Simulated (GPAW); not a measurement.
Consider TiPd3 (Pm-3m).

```xyz
4
Lattice="3.8200 0.0000 0.0000 0.0000 3.8200 0.0000 0.0000 0.0000 3.8200" Properties=species:S:1:pos:R:3 pbc="T T T"
Pd    1.9100    1.9100    0.0000
Pd    1.9100    0.0000    1.9100
Pd    0.0000    1.9100    1.9100
Ti    0.0000    0.0000    0.0000
```

Absorber: atom 4, with 12 Pd at 2.70 Å (cuboctahedral, site symmetry m-3m). Method: GPAW, LDA, excited-electron core hole (neutral cell), 16-atom cell with 6.6 Å between holes, 5×5×5 k points, dipole transitions, Gaussian full width 0.94 eV up to 4 eV, rising linearly to 3.5 eV at 25 eV.

Q: What does the Ti K edge look like?

Main maxima up to 30 eV above the zero (height): 1.0 eV (0.93), 4.2 eV (0.84), 14.0 eV (1.78) and 21.0 eV (1.30). A K edge sees empty p states, which here mix into the lowest empty bands, so that weight starts at the zero. The total-energy difference is 4970.81 eV. One term is added: -22.68 eV, since the hole is spin-paired here and a spin-polarised one costs that much less in the free atom (computed apart). The photon energy is then 4948.13 eV. The tabulated edge of the element is 4966 eV. The functional leaves an error in such absolute values: in the free atom LDA prices this hole 13.2 eV below PBE (computed apart), and PBE is itself good to a few eV.

The Ti K spectrum (energy from the lowest empty level; intensity scaled to a mean of 1 over the first 20 eV):

| E (eV) | intensity |
| --- | --- |
| -2.0 | 0.00 |
| -1.4 | 0.00 |
| -0.8 | 0.01 |
| -0.2 | 0.15 |
| 0.4 | 0.65 |
| 1.0 | 0.93 |
| 1.6 | 0.85 |
| 2.2 | 0.68 |
| 2.8 | 0.54 |
| 3.4 | 0.60 |
| 4.0 | 0.82 |
| 4.6 | 0.78 |
| 5.2 | 0.67 |
| 5.8 | 0.65 |
| 6.4 | 0.57 |
| 7.0 | 0.45 |
| 7.6 | 0.56 |
| 8.2 | 0.71 |
| 8.8 | 0.76 |
| 9.4 | 0.81 |
| 10.0 | 0.90 |
| 10.6 | 0.96 |
| 11.2 | 1.10 |
| 11.8 | 1.36 |
| 12.4 | 1.58 |
| 13.0 | 1.69 |
| 13.6 | 1.76 |
| 14.2 | 1.77 |
| 14.8 | 1.71 |
| 15.4 | 1.57 |
| 16.0 | 1.38 |
| 16.6 | 1.20 |
| 17.2 | 1.05 |
| 17.8 | 0.96 |
| 18.4 | 0.94 |
| 19.0 | 1.00 |
| 19.6 | 1.12 |
| 20.2 | 1.23 |
| 20.8 | 1.30 |
| 21.4 | 1.28 |
| 22.0 | 1.18 |
| 22.6 | 1.01 |
| 23.2 | 0.85 |
| 23.8 | 0.72 |
| 24.4 | 0.66 |
| 25.0 | 0.65 |
| 25.6 | 0.66 |
| 26.2 | 0.69 |
| 26.8 | 0.71 |
| 27.4 | 0.72 |
| 28.0 | 0.73 |
| 28.6 | 0.72 |
| 29.2 | 0.72 |
| 29.8 | 0.73 |
| 30.4 | 0.75 |
| 31.0 | 0.77 |
| 31.6 | 0.80 |

Quadrupole 1s→3d transitions, which feed the pre-edge, are not in the dipole spectrum. The mesh is coarse (0.23 Å⁻¹ between points), so small maxima may be mesh ripples. Lifetime broadening is put in by hand, and intensities beyond about 20 eV depend on it and on the partial waves. The structure is a published determination, not relaxed.

[Banner, clock and machine lines of the logs are left out without a mark of their own.]

[Logs are printed without paths, hosts, clocks, repeated set-up lines and the standing remarks that a program may print on its own settings, such as how far it seeks lower states.]

[Hosts, paths, dates, database ids (printed as entryN), source tags and the programs' standing remarks are cut or masked in the printed files.]

[Lists of maxima count a maximum above −3 eV only where it reaches 4 % of the highest in the window and stands out from its surroundings by 2 % of it (1.5 % where it reaches 55 %); shoulders and weaker maxima are passed over, and of the rest the first, up to two pre-edge ones and the few strongest are named.]
